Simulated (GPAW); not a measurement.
# GaAs: optical spectrum from first principles

Aim: the dielectric function of GaAs, and the optical constants that follow from it.

Calculated with GPAW 26.7.0; DFT, RPBE, plane-wave PAW (GPAW data sets), scalar-relativistic, RPA, optical limit.

### Step 1. The starting structure

Symmetry: F-43m, No. 216, cubic system. The conventional cell has a = 5.654 Å, b = 5.654 Å, c = 5.654 Å, α = 90.00°, β = 90.00°, γ = 90.00°. Nearest to As lie 4 Ga at 2.45 Å. Nearest to Ga lie 4 As at 2.45 Å. Farther neighbours are not listed.

### Step 2. Ground state

First the ground state: is it a metal or has it a gap?

This step: DFT, RPBE, plane-wave PAW (GPAW data sets), scalar-relativistic, ground state (GPAW 26.7.0).

gs.py

```python
from ase import Atoms
from ase.dft.bandgap import bandgap
from gpaw import GPAW, PW, FermiDirac

atoms = Atoms(['As', 'Ga'],
              cell=[[0.00000000, 2.82685000, 2.82685000],
                    [2.82685000, 0.00000000, 2.82685000],
                    [2.82685000, 2.82685000, 0.00000000]],
              scaled_positions=[[0.75000000, 0.75000000, 0.75000000],
                                [0.00000000, 0.00000000, 0.00000000]],
              pbc=[True, True, True])
atoms.calc = GPAW(mode=PW(500), xc='RPBE', kpts={'size': (7, 7, 7), 'gamma': True},
                  occupations=FermiDirac(0.05), maxiter=150, txt='gs.txt')
print('energy (eV)', atoms.get_potential_energy())
print('Fermi level (eV)', atoms.calc.get_fermi_level())
print('valence electrons', atoms.calc.get_number_of_electrons())
print('gap (eV)', bandgap(atoms.calc, output=None)[0])
print('direct gap (eV)', bandgap(atoms.calc, direct=True, output=None)[0])
atoms.calc.write('gs.gpw')
```

Run with:

```
OMP_NUM_THREADS=1 python gs.py
```

Numbers of over 12 decimals in the logs are rounded to 6 here.

What it wrote:

```text
__  _  _
 | _ |_)|_||  |
 |__||  | ||/\| - 26.7.0

Versions:
  Python: 3.12.14
  ASE:    3.29.0
  Numpy:  2.5.5
  Scipy:  1.18.1
  Libxc:  7.0.0

Input parameters:
  mode=PW(ecut=500.0),
  kpts=MonkhorstPack(size=(7, 7, 7), gamma=True),
  maxiter=150,
  occupations=Occupations(name='fermi-dirac', width=0.05, fixmagmom=False),
  xc=XC(name='RPBE')

Diagonalizing LCAO Hamiltonian
Converting LCAO to pw mode

                    As

       Ga

Atoms  # Å, Bohr magnetons
|   | symbol |        x |        y |        z |    initial magnetic moments |
| 0 |     As | 4.240275 | 4.240275 | 4.240275 | ( 0.0000,  0.0000,  0.0000) |
| 1 |     Ga | 0.000000 | 0.000000 | 0.000000 | ( 0.0000,  0.0000,  0.0000) |

Unit cell  # Å
| periodic |        x |        y |        z |  lengths |    angles |
|      yes | 0.000000 | 2.826850 | 2.826850 | 3.997770 | 60.000000 |
|      yes | 2.826850 | 0.000000 | 2.826850 | 3.997770 | 60.000000 |
|      yes | 2.826850 | 2.826850 | 0.000000 | 3.997770 | 60.000000 |

Number of symmetries: 24
Symmetry operations  # r_c * U_cc + t_c -> r_c
|    | kind |            matrix            |
|  0 |  E   |  1, 0, 0,  0, 1, 0,  0, 0, 1 |
|  1 |  σ   |  1, 0, 0,  0, 0, 1,  0, 1, 0 |
|  2 |  σ   |  1, 0,-1,  0, 1,-1,  0, 0,-1 |
|  3 |  C3  |  1, 0,-1,  0, 0,-1,  0, 1,-1 |
|  4 |  C3  |  1,-1, 0,  0,-1, 1,  0,-1, 0 |
|  5 |  σ   |  1,-1, 0,  0,-1, 0,  0,-1, 1 |
|  6 |  σ   |  0, 1, 0,  1, 0, 0,  0, 0, 1 |
|  7 |  C3  |  0, 1, 0,  0, 0, 1,  1, 0, 0 |
|  8 |  C2  |  0, 1,-1,  1, 0,-1,  0, 0,-1 |
|  9 |  S4  |  0, 1,-1,  0, 0,-1,  1, 0,-1 |
| 10 |  C3  |  0, 0, 1,  1, 0, 0,  0, 1, 0 |
| 11 |  σ   |  0, 0, 1,  0, 1, 0,  1, 0, 0 |
| 12 |  S4  |  0, 0,-1,  1, 0,-1,  0, 1,-1 |
| 13 |  C3  |  0, 0,-1,  0, 1,-1,  1, 0,-1 |
| 14 |  S4  |  0,-1, 1,  1,-1, 0,  0,-1, 0 |
| 15 |  C2  |  0,-1, 1,  0,-1, 0,  1,-1, 0 |
| 16 |  C3  |  0,-1, 0,  1,-1, 0,  0,-1, 1 |
| 17 |  S4  |  0,-1, 0,  0,-1, 1,  1,-1, 0 |
| 18 |  S4  | -1, 1, 0, -1, 0, 1, -1, 0, 0 |
| 19 |  C3  | -1, 1, 0, -1, 0, 0, -1, 0, 1 |
| 20 |  C3  | -1, 0, 1, -1, 1, 0, -1, 0, 0 |
| 21 |  S4  | -1, 0, 1, -1, 0, 0, -1, 1, 0 |
| 22 |  σ   | -1, 0, 0, -1, 1, 0, -1, 0, 1 |
| 23 |  C2  | -1, 0, 0, -1, 0, 1, -1, 1, 0 |

BZ-sampling:
  Number of BZ points: 343
  Number of IBZ points: 20

  Monkhorst-Pack size: [7, 7, 7]
  Monkhorst-Pack shift: [0, 0, 0]

K-points  # in reciprocal-cell coordinates
|     |                                coordinates |     weight |
|   0 | (  0.00000000,   0.00000000,   0.00000000) | 0.00291545 |
|   1 | (  0.14285714,   0.14285714,   0.00000000) | 0.01749271 |
|   2 | (  0.14285714,   0.14285714,   0.14285714) | 0.02332362 |
|   3 | (  0.28571429,   0.14285714,   0.14285714) | 0.03498542 |
|   4 | (  0.28571429,   0.28571429,   0.00000000) | 0.01749271 |
|   5 | (  0.28571429,   0.28571429,   0.14285714) | 0.06997085 |
|   6 | (  0.28571429,   0.28571429,   0.28571429) | 0.02332362 |
|   7 | (  0.42857143,  -0.28571429,  -0.28571429) | 0.03498542 |
|   8 | (  0.42857143,   0.28571429,  -0.42857143) | 0.13994169 |
|   9 | (  0.42857143,   0.28571429,  -0.28571429) | 0.06997085 |
| ... |                                            |            |
|  19 | (  0.42857143,   0.42857143,   0.42857143) | 0.02332362 |

Plane wave coefficients: 1161
Cutoff: 500.0 eV

Spin-components: 1 (collinear spins)
Bands:           8
Projectors:      10
Spin-degeneracy: 2
Datatype:        complex128

Parallelization:
  kpt:    1
  domain: 1
  band:   1

Density:
  Valence electrons: 8.0
  Components: 1
  Grid points: [21 21 21]
  Charge: 0.0  # |e|

Potential:
  Grid points: [21 21 21]

species:
  As:
    name:    Arsenic
    id:
    Z:       33.0
    valence: 5
    core:    28
    charge:  0.0  # [|e|]
    compensation charges:
      type: gauss
      rc: 0.33  # [Å]
      lmax: 2
    cutoffs:
      filter: 1.87  # [Å]
      core: 2.96  # [Å]
    projectors
    | kind |    occ | energy [eV] | rcut [Å] |
    |   4s |  2.000 |     -14.426 |    1.058 |
    |   4p |  3.000 |      -5.163 |    1.058 |
    |    s |        |      12.785 |    1.058 |
    |    p |        |      22.048 |    1.058 |
    |    d |        |       0.000 |    1.058 |

    Using partial waves for As as LCAO basis

  Ga:
    name:    Gallium
    id:
    Z:       31.0
    valence: 3
    core:    28
    charge:  0.0  # [|e|]
    compensation charges:
      type: gauss
      rc: 0.37  # [Å]
      lmax: 2
    cutoffs:
      filter: 2.06  # [Å]
      core: 4.17  # [Å]
    projectors
    | kind |    occ | energy [eV] | rcut [Å] |
    |   4s |  2.000 |      -8.878 |    1.164 |
    |   4p |  1.000 |      -2.543 |    1.164 |
    |    s |        |      18.334 |    1.164 |
    |    p |        |      24.668 |    1.164 |
    |    d |        |       0.000 |    1.164 |

    Using partial waves for Ga as LCAO basis

Reference energy: -114399.796401  # eV

eigensolver:
  PPCG
  Converge bands: occupied
  niter=2

density mixing:
  MSR1-Mixer
  Pratt-step length: 0.05
  Maximum mixing coefficient: 0.75
  Old densities: 10
  SVD Regularization: 0.005
  Good broyden scale: 1.0
  Trust region scale: 1.0
  Backstep threshold: 4.0
  History deletion threshold: 6.0
  Fourier metric: weight=20.0, sigma=0.015

occupation numbers:
  Fermi-Dirac:
    width: 0.0500  # eV

poisson solver:
  ecut: 4000.0  # eV

xc functional:
  name: RPBE with 2 nearest neighbor stencil

convergence criteria:
- Maximum [total energy] change in last 3 cyles: 0.0005 eV / valence electron
- Maximum integral of absolute [dens]ity change: 0.0001 electrons / valence electron
- Maximum integral of absolute [eigenst]ate change: 4e-08 eV^2 / valence electron
maximum number of iterations: 150

SCF iterations
|iter     |      energy | eigst |  dens |
|iter:   1||   -7.574499 | -0.65 |       |
|iter:   2||   -7.559555 | -2.94 | -0.89 |
|iter:   3||   -7.508736 | -2.01 | -0.92 |
|iter:   4||   -7.513871 | -3.55 | -1.51 |
|iter:   5||   -7.514701 | -4.36 | -2.01 |
|iter:   6||   -7.514759c| -5.51 | -2.71 |
|iter:   7||   -7.514760c| -7.01 | -3.49 |
|iter:   8||   -7.514760c| -8.05c| -4.15c|

Converged in 8 steps
SCF loop duration: 3.976 s (0.497 s/step)
Energy contributions relative to reference atoms: (reference = -114399.796401)

Energy contributions:
  Kinetic:          27.324272
  Coulomb:         -24.016842
  Zero:              0.011363
  External:          0.000000
  Xc:              -10.833550
  Entropy:          -0.000007
  Spinorbit:         0.000000
  ----------------------------
  Free energy:      -7.514764
  Extrapolated:     -7.514760

dipole moment: (-10.915451, -10.915451, -10.915451)  # |e|*Ang

Fermi level: 5.413
Eigenvalues  # (at kpt = [0.000, 0.000, 0.000])
| band index |      eig [eV] | occ [0-2] |
|          0 |        -7.628 |     2.000 |
|          1 |         5.031 |     1.999 |
|          2 |         5.031 |     1.999 |
|          3 |         5.031 |     1.999 |
|          4 |         5.740 |     0.003 |
|          5 |         8.829 |     0.000 |
|          6 |         8.829 |     0.000 |
|          7 |         8.829 |     0.000 |

Gap: 0.709 eV
Transition (v -> c):
  (s=0, k=0, n=3, [0.00, 0.00, 0.00]) -> (s=0, k=0, n=4, [0.00, 0.00, 0.00])
No difference between direct/indirect transitions

--- standard output ---
energy (eV) -7.514760
Fermi level (eV) 5.413318
valence electrons 8.0
gap (eV) 0.708604
direct gap (eV) 0.708604
```

Run time: 5.5 s. Hardware: 1 thread of Arm Neoverse V1, shared host; peak memory 0.13 GiB.

Read-outs, printed or worked out from the files:

| Quantity | Value |
| --- | --- |
| energy | -7.515 eV |
| Fermi energy | 5.413 eV |
| gap on the k-mesh | 0.7086 eV |
| direct gap on the mesh | 0.7086 eV |
| electrons | 8 |

There is a gap, 0.71 eV on this mesh (points off the mesh can give less), so no carriers' term is needed.

### Step 3. Bands for the response

At the fixed density, many empty bands are solved on the mesh of the response, since the spectrum sums over them.

This step: DFT, RPBE, plane-wave PAW (GPAW data sets), scalar-relativistic, bands at fixed density (GPAW 26.7.0).

nscf.py

```python
from ase.dft.bandgap import bandgap
from gpaw import GPAW, FermiDirac

calc = GPAW('gs.gpw').fixed_density(kpts={'size': (16, 16, 16), 'gamma': True}, nbands=34, convergence={'bands': 28},
                                    occupations=FermiDirac(0.001), txt='nscf.txt')
print('gap (eV)', bandgap(calc, output=None)[0])
print('direct gap (eV)', bandgap(calc, direct=True, output=None)[0])
print('top band over the Fermi level (eV)', min(calc.get_eigenvalues(kpt=k)[27] for k in range(len(calc.get_ibz_k_points()))) - calc.get_fermi_level())
calc.write('full.gpw', mode='all')
```

Run with:

```
OMP_NUM_THREADS=1 python nscf.py
```

What it wrote:

```text
Diagonalizing LCAO Hamiltonian
Converting LCAO to pw mode
convergence criteria:
- Maximum integral of absolute [eigenst]ate change: 4e-08 eV^2 / valence electron
maximum number of iterations: 150

SCF iterations
|iter     |      energy | eigst |  dens |
|iter:   1||             | +3.56 |       |
|iter:   2||             | +1.83 |       |
|iter:   3||             | -0.20 |       |
|iter:   4||             | -1.64 |       |
|iter:   5||             | -3.27 |       |
|iter:   6||             | -4.50 |       |
|iter:   7||             | -5.93 |       |
|iter:   8||             | -6.94 |       |
|iter:   9||             | -7.53c|       |
SCF steps: 9
  __  _  _
 | _ |_)|_||  |
 |__||  | ||/\| - 26.7.0

Versions:
  Python: 3.12.14
  ASE:    3.29.0
  Numpy:  2.5.5
  Scipy:  1.18.1
  Libxc:  7.0.0

Input parameters:
  mode=PW(ecut=500.0),
  convergence={'bands': 28},
  gpts=array([21, 21, 21]),
  kpts=MonkhorstPack(size=(16, 16, 16), gamma=True),
  maxiter=150,
  nbands=34,
  occupations=Occupations(name='fermi-dirac', width=0.001, fixmagmom=False),
  parallel={},
  xc=XC(name='RPBE')

--- standard output ---
gap (eV) 0.708604
direct gap (eV) 0.708604
top band over the Fermi level (eV) 27.890855
```

Elapsed: 1.9 min, on 1 thread; peak memory 0.26 GiB.

(Part 1 of 2 ends here.)

[Machine, clock and banner lines and Python warnings are left out of the logs.]

[Logs are printed without paths, hosts, clocks, repeated set-up lines and the standing remarks that a program may print on its own settings, such as how far it seeks lower states.]

[Hosts, paths, dates, database ids (printed as entryN), source tags and the programs' standing remarks are cut or masked in the printed files.]
